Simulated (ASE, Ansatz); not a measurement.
# Forces and charges in random hcp alloy of Hf and Zr (288 atoms)

Wanted: forces, charges and levels of random hcp alloy of Hf and Zr (288 atoms).

Calculated with Ansatz 0.2.0; Kohn-Sham DFT, PBE, PAW (set soft_2), plane waves.

Report form: inputs, costs, results and the conclusion, without the logs.

## 1. The system as given

The cell holds 288 atoms: 108 Zr and 180 Hf. Cell: a = 19.253 Å, b = 19.253 Å, c = 20.348 Å, α = 90.0°, β = 90.0°, γ = 120.0°. It derives from Hf and Zr (hcp), repeated 6×6×4. Hcp Hf, 6 x 6 x 4 conventional cells, 108 of 288 Hf sites given to Zr at random (x = 0.375), lattice by Vegard's rule (a = 3.209 Å, c = 5.087 Å); not relaxed, displaced by a Gaussian of 0.02 Å.

Before any run, some limits are plain. The host structure and its lattice constant were typed by rule, without a check against the phase diagram. The Brillouin zone is sampled at Γ only, in a cell whose shortest periodic width is 17 Å. No spin–orbit coupling is included, so levels derived from the heavy atoms are approximate.

## 2. Plane-wave single point

The electrons are solved once, with the atoms held.

input.yaml reads:

```yaml
crystal:
  lattice:
    - [19.2534, 0.0, 0.0]
    - [-9.6267, 16.67393, 0.0]
    - [0.0, 0.0, 20.348]
  atoms:
    - { symbol: Zr, position: [0.00054, 0.00199, 0.99926] }
    - { symbol: Zr, position: [0.05582, 0.11218, 0.12353] }
    - { symbol: Hf, position: [0.00041, 0.00149, 0.25047] }
    - { symbol: Zr, position: [0.05674, 0.11157, 0.37429] }
    - { symbol: Hf, position: [0.00056, 0.00064, 0.49842] }
    - { symbol: Zr, position: [0.05609, 0.1121, 0.62486] }
    - { symbol: Hf, position: [0.99997, 0.99969, 0.74798] }
    - { symbol: Hf, position: [0.05852, 0.11274, 0.87317] }
    - { symbol: Hf, position: [0.99809, 0.16774, 0.00115] }
    - { symbol: Hf, position: [0.05567, 0.27855, 0.12569] }
    - { symbol: Zr, position: [0.00106, 0.16726, 0.24913] }
    - { symbol: Hf, position: [0.05449, 0.27607, 0.37397] }
    - { symbol: Zr, position: [0.99766, 0.16485, 0.49978] }
    - { symbol: Hf, position: [0.0565, 0.27949, 0.62285] }
    - { symbol: Hf, position: [0.00046, 0.16767, 0.74965] }
    - { symbol: Zr, position: [0.05629, 0.27925, 0.87466] }
    - { symbol: Zr, position: [0.99884, 0.33331, 0.00118] }
    - { symbol: Hf, position: [0.05551, 0.44497, 0.1238] }
    - { symbol: Zr, position: [0.99881, 0.33472, 0.25022] }
    - { symbol: Zr, position: [0.05717, 0.44534, 0.37846] }
    - { symbol: Hf, position: [0.00091, 0.33381, 0.50117] }
    - { symbol: Hf, position: [0.05575, 0.44341, 0.62622] }
    - { symbol: Zr, position: [0.00107, 0.33513, 0.75025] }
    - { symbol: Hf, position: [0.05396, 0.44463, 0.87413] }
    - { symbol: Hf, position: [0.00035, 0.50043, 0.99876] }
    - { symbol: Hf, position: [0.05558, 0.60998, 0.12552] }
    - { symbol: Hf, position: [0.99999, 0.50089, 0.24847] }
    - { symbol: Hf, position: [0.05411, 0.60927, 0.37484] }
    - { symbol: Hf, position: [0.99788, 0.49991, 0.4981] }
    - { symbol: Hf, position: [0.054, 0.60964, 0.62641] }
    - { symbol: Hf, position: [0.99944, 0.50103, 0.74883] }
    - { symbol: Hf, position: [0.05382, 0.60864, 0.87391] }
    [... 250 atom lines left out ...]
    - { symbol: Zr, position: [0.83485, 0.83465, 0.24958] }
    - { symbol: Zr, position: [0.88989, 0.94521, 0.37336] }
    - { symbol: Zr, position: [0.83195, 0.83372, 0.50055] }
    - { symbol: Hf, position: [0.8891, 0.94458, 0.62611] }
    - { symbol: Hf, position: [0.83354, 0.83581, 0.74891] }
    - { symbol: Zr, position: [0.89051, 0.94575, 0.87571] }
kpoints:
  mp_grid: { grid: [1, 1, 1] }
hamiltonian:
  xc: pbe
scf:
  occupations: { method: methfessel_paxton, width: 0.15 }
output:
  forces: true
  stress: true
  populations: true
  dos:
    method: { smearing: { sigma: 0.1 } }
    de: 0.1
    projected: { site_lists: { Hf: [Hf], Zr: [Zr] } }
  eigenvalues: true
  write_density: true
  write_potential: true
  volumetric_format: npy
```

Launch:

```
ansatz run input.yaml --threads 32 --pin off --max-ram 143360MiB --backend cuda --events-out ev --progress --plain --runs-dir out
```

The job ended after 17 s (1 × NVIDIA GB200 with 32 threads of Arm Neoverse V2, shared host; peak memory 5.9 GiB).

That memory is the host's; the program planned up to 44.5 GiB on the GPU. Forces of this run were stored rounded, and per-atom blocks of the log weren't kept.

Numbers from this run:

```yaml
free_energy: -3281694.3713 eV
free_energy_per_atom: -11394.7721 eV/atom
scf_cycles: 11
pressure: 0.7611 GPa
r_m_s_force_component: 0.1676 eV/Å
longest_force: 0.6439 eV/Å
fermi_energy: 17.73 eV
levels_partly_filled_by_over_2_per_cent: 45
spilling_of_the_projection: 0.003692
```

Length of the force by element and coordination:

```
element  coordination  atoms  mean length of the force (eV/Å)  spread   least   most
     Hf           all    180                            0.274   0.115  0.0597  0.644
     Zr           all    108                            0.260   0.102   0.068  0.628
```

Löwdin charges by element and coordination (they lack the spilled electrons, 0.077 e an atom on average):

```
element  coordination  atoms  mean charge (e)  spread   least    most
     Hf           all    180           0.0836  0.0087  0.0528   0.109
     Zr           all    108           0.0649  0.0076  0.0402  0.0863
```

Density of states as counts of states in windows of 1 eV (from the Fermi level), total and some projections:

```
from (eV)  to (eV)   total   Hf d   Zr d    Hf f
      -18      -13     0.0    0.0    0.0     0.0
      -13      -12   790.2    0.2    0.1   790.1
      -12      -11  1733.4    0.4    0.2  1733.4
      -11       -8     0.0    0.0    0.0     0.0
       -8       -7     0.4    0.0    0.0     0.0
       -7       -6    16.6    0.2    0.1     0.0
       -6       -5    28.5    1.1    0.6     0.0
       -5       -4    86.4   13.2    6.9     0.0
       -4       -3   149.4   58.7   33.5     0.0
       -3       -2   277.5  141.2   88.4     0.1
       -2       -1   289.7  160.2  102.9     0.1
       -1        0   321.5  176.2  113.7     0.2
        0        1   465.2  247.9  165.1     0.2
```

Not all projections were asked for or kept, so they needn't add up to the total.

The levels nearest the highest filled one (over half full), pooled over k-points and spins:

```
level less the highest filled one (eV)  occupation
                               -0.0123        1.15
                               -0.0092        1.12
                               -0.0084        1.11
                               -0.0056        1.08
                               -6.0e-4        1.02
                                     0        1.01
                                0.0038       0.971
                                0.0044       0.965
                                0.0119        0.88
                                0.0195       0.796
                                0.0235       0.752
                                0.0264       0.721
```

Mean Löwdin charges: Hf +0.08, Zr +0.06 e (they miss 0.37 % of the electrons, so they add up to more than the cell's charge). Among metals such projection charges depend strongly on the orbitals used and are no measure of ionicity. Within 0.4 eV of the Fermi level the largest share is Hf d (56 % of the projected weight).

## 3. Structure statistics

These statistics describe the geometry on which the runs were made.

Density 10.7 g/cm³, 22.68 Å³ an atom.

g(r), total and by pair (bins of 0.2 Å):

```
r (Å)  total  Hf-Hf  Hf-Zr  Zr-Zr
 3.00   0.33   0.39   0.28   0.28
 3.20  10.42  10.52  10.15  10.88
 3.40   0.00   0.00   0.00   0.00
 3.60   0.00   0.00   0.00   0.00
 3.80   0.00   0.00   0.00   0.00
 4.00   0.00   0.00   0.00   0.00
 4.20   0.00   0.00   0.00   0.00
 4.40   1.55   1.55   1.55   1.56
 4.60   1.13   1.09   1.19   1.02
 4.80   0.00   0.00   0.00   0.00
 5.00   0.47   0.46   0.48   0.42
 5.20   0.23   0.23   0.22   0.27
 5.40   0.81   0.72   0.86   0.92
 5.60   4.49   4.59   4.44   4.39
 5.80   0.00   0.00   0.00   0.00
 6.00   2.98   2.95   3.06   2.87
 6.20   0.01   0.00   0.00   0.01
 6.40   1.31   1.29   1.36   1.23
 6.60   0.00   0.00   0.01   0.00
 6.80   0.00   0.00   0.00   0.00
 7.00   0.10   0.09   0.11   0.13
 7.20   2.02   1.99   2.07   1.89
 7.40   0.23   0.20   0.24   0.26
 7.60   1.68   1.71   1.67   1.65
 7.80   1.70   1.68   1.74   1.66
```

Neighbours by pair of elements; one cutoff, the widest of the pairs' first minima of g(r), serves all pairs of this metal:

```
pair A-B  cutoff (Å)  bonds  mean length (Å)  spread (Å)  shortest (Å)  B about A  A about B
   Hf-Hf        3.62    685             3.18       0.043          3.06       7.61       7.61
   Hf-Zr        3.62    790             3.18       0.042          3.06       4.39       7.32
   Zr-Zr        3.62    253             3.18       0.043          3.06       4.68       4.68
```

How many atoms have how many bonded neighbours:

```
element  mean   12
     Hf    12  180
     Zr    12  108
```

Among the first-shell peaks of g(r) are those at about 3.18 Å (Hf-Hf), 3.18 Å (Hf-Zr) and 3.18 Å (Zr-Zr). With the cutoffs above, all Hf atoms have 12 and all Zr atoms have 12 bonded neighbours.

A closer look about Hf147, which bears the longest force: 13 atoms, nearest first, numbered in the order of the input, with positions taken from that point.

```
 atom      x      y      z  distance (Å)  bonds  Löwdin charge (e)      Fx      Fy  Fz (eV/Å)
Hf147   0.00   0.00   0.00          0.00     12               0.08   0.457  -0.429      0.148
Zr146   0.05   1.83  -2.53          3.12     12               0.08  -0.115  -0.104     -0.158
Zr155  -1.56   2.70  -0.01          3.12     12               0.06  -0.155   0.260      0.275
Zr138  -1.55  -0.97  -2.54          3.13     12               0.06  -0.188   0.230      0.014
Hf140  -1.58  -0.97   2.53          3.13     12               0.07   0.135  -0.043      0.199
Hf148   0.03   1.80   2.58          3.15     12               0.08  -0.049   0.075     -0.250
 Hf99  -3.15  -0.04   0.04          3.15     12               0.08  -0.340  -0.124     -0.234
Hf188   1.62  -0.92   2.57          3.17     12               0.10   0.054  -0.045     -0.210
Hf203   1.61   2.74   0.00          3.18     12               0.08   0.151   0.073      0.101
Hf186   1.64  -0.96  -2.57          3.19     12               0.08   0.232  -0.100      0.296
Hf195   3.24  -0.06   0.01          3.24     12               0.11  -0.105  -0.021     -0.100
Hf187   1.63  -2.82   0.03          3.25     12               0.09   0.064   0.071     -0.154
Hf139  -1.57  -2.86  -0.02          3.26     12               0.09  -0.036   0.423      0.385
```

## 4. Support functions low

The cell is solved in localised support functions. The level low gives here a grid of 90×90×90 points and a radius of 4.23 Å.

This step: Kohn-Sham DFT, PBE, PAW (set soft_2), localised support functions (low) (Ansatz 0.2.0).

input.yaml, the sections that differ from step 2:

```yaml
scf:
  occupations: { method: methfessel_paxton, width: 0.15 }
  eigensolver: { kind: { support_functions: { accuracy: low } } }
  max_iter: 150
output:
  forces: true
  eigenvalues: true
# crystal, kpoints, hamiltonian: as in step 2
```

Run time: 34 s. Hardware: 1 × NVIDIA GB200 with 32 threads; peak memory 2.6 GiB; 57 s of CPU time.

That memory is the host's; the program planned up to 18.8 GiB on the GPU.

The SCF converged, but the analysis asked by output.eigenvalues could not be made, so the program didn't end the run as completed and its numbers are left aside.

## 5. Support functions medium

The level medium is asked for. Here it resolves to the same grid and radius as in the run with support functions low, so the basis is not new.

This step: Kohn-Sham DFT, PBE, PAW (set soft_2), localised support functions (medium) (Ansatz 0.2.0).

input.yaml, the sections that differ from step 4:

```yaml
scf:
  occupations: { method: methfessel_paxton, width: 0.15 }
  eigensolver: { kind: { support_functions: { accuracy: medium } } }
  max_iter: 150
# crystal, kpoints, hamiltonian, output: as in step 4
```

Wall time 41 s (1 × NVIDIA GB200 with 32 threads); peak memory 2.5 GiB.

That memory is the host's; the program planned up to 18.8 GiB on the GPU.

The SCF converged, but the analysis asked by output.eigenvalues could not be made, so the program didn't end the run as completed and its numbers are left aside.

## 6. Support functions high

The cell is solved in localised support functions. The level high gives here a grid of 108×108×108 points and a radius of 5.07 Å.

This step: Kohn-Sham DFT, PBE, PAW (set soft_2), localised support functions (high) (Ansatz 0.2.0).

input.yaml, the sections that differ from step 5:

```yaml
scf:
  occupations: { method: methfessel_paxton, width: 0.15 }
  eigensolver: { kind: { support_functions: { accuracy: high } } }
  max_iter: 150
# crystal, kpoints, hamiltonian, output: as in step 5
```

Run time: 76 s. Hardware: 1 × NVIDIA GB200 with 32 threads; peak memory 2.8 GiB; 1.8 min of CPU time.

That memory is the host's; the program planned up to 37.1 GiB on the GPU.

The SCF converged, but the analysis asked by output.eigenvalues could not be made, so the program didn't end the run as completed and its numbers are left aside.

## 7. Support functions medium, radius 3.39 Å

The radius confines each support function; a larger one gives more freedom and more work per atom.

This step: Kohn-Sham DFT, PBE, PAW (set soft_2), localised support functions (medium) (Ansatz 0.2.0).

input.yaml, the sections that differ from step 6:

```yaml
scf:
  occupations: { method: methfessel_paxton, width: 0.15 }
  eigensolver: { kind: { support_functions: { accuracy: medium, radius: 3.39 } } }
  max_iter: 150
# crystal, kpoints, hamiltonian, output: as in step 6
```

Run time: 1.2 s. Hardware: 1 × NVIDIA GB200 with 32 threads; peak memory 0.95 GiB.

That memory is the host's; the program planned up to 1.8 GiB on the GPU.

The program refuses radii under 4.03 Å for these atoms at this level.

## 8. Support functions medium, radius 3.72 Å

input.yaml, the sections that differ from step 7:

```yaml
scf:
  occupations: { method: methfessel_paxton, width: 0.15 }
  eigensolver: { kind: { support_functions: { accuracy: medium, radius: 3.72 } } }
  max_iter: 150
# crystal, kpoints, hamiltonian, output: as in step 7
```

It took 1.9 s on 1 × NVIDIA GB200 with 32 threads; peak memory 0.97 GiB.

That memory is the host's; the program planned up to 1.8 GiB on the GPU.

The program refuses radii under 4.03 Å for these atoms at this level.

## 9. Support functions medium, radius 3.98 Å

input.yaml, the sections that differ from step 8:

```yaml
scf:
  occupations: { method: methfessel_paxton, width: 0.15 }
  eigensolver: { kind: { support_functions: { accuracy: medium, radius: 3.98 } } }
  max_iter: 150
# crystal, kpoints, hamiltonian, output: as in step 8
```

Wall time 1.2 s (1 × NVIDIA GB200 with 32 threads); peak memory 0.97 GiB.

That memory is the host's; the program planned up to 1.8 GiB on the GPU.

The program refuses radii under 4.03 Å for these atoms at this level.

## 10. Outcome

| Item | Value |
| --- | --- |
| free energy per atom | -11394.7721 eV/atom |
| density | 10.67 g/cm³ |
| pressure | 0.7611 GPa |
| r.m.s. force component | 0.1676 eV/Å |
| wall time of the 4 DFT runs | 2.8 min |

What this shows: 45 levels are partly filled, by over 2 % (at Γ alone), as in a metal. With the cutoffs above, all Hf atoms have 12 and all Zr atoms have 12 bonded neighbours.

**Limits.** The geometry was built by rule, was displaced at random and isn't relaxed at this level: its force components are 0.17 eV/Å r.m.s.

[Long decimals in the printed logs are rounded to 6 places.]

[Logs are printed without paths, hosts, clocks, repeated set-up lines and the standing remarks that a program may print on its own settings, such as how far it seeks lower states.]

[Hosts, paths, dates, database ids (printed as entryN), source tags and the programs' standing remarks are cut or masked in the printed files.]
